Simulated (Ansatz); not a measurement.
In doubt: one-shot GW on d or f shells is unsure, so the values of those runs are not to be relied on.

Rows from a G0W0 calculation on CsCu2I3 (Cmcm) (Ansatz 0.2.0; G0W0 on LDA, plane waves, PAW; 2×2×4 mesh, 688 empty bands, screening to 80 eV, hard PAW files), in eV. Spin-orbit coupling is left out.

```csv
row,Σx,Σc,Vxc,Z
A,-7.46,-3.46,-11.80,0.81
B,-29.18,4.19,-24.42,0.74
C,-33.54,4.80,-28.23,0.73
D,-8.71,-3.03,-12.43,0.80
E,-31.59,4.60,-26.43,0.73
F,-9.11,-3.48,-13.48,0.79
```

Q: Which rows are filled states and which are empty ones, and how can one tell?

Filled: B, C and E. Empty: A, D and F. The sign of Σc tells: for a filled state bare exchange, which holds its interaction with itself, lies below Vxc (Σx − Vxc is -4.8 eV or lower here) and screening gives part back as a positive Σc. For an empty state Σx lies above Vxc (+3.7 eV or more) and the Coulomb hole leaves Σc negative.

[Paths, hosts, dates, memory and timing lines, banners, echoed tables and standing remarks are left out of the program output.]

[Logs are printed without paths, hosts, clocks, repeated set-up lines and the standing remarks that a program may print on its own settings, such as how far it seeks lower states.]

[Runs of the session that timed out or met a known fault of the program may be left out.]

[Cells called generated may have been cut or substituted from an entry of the Crystallography Open Database or the Materials Project.]

[Hosts, paths, dates, database ids (printed as entryN), source tags and the programs' standing remarks are cut or masked in the printed files.]
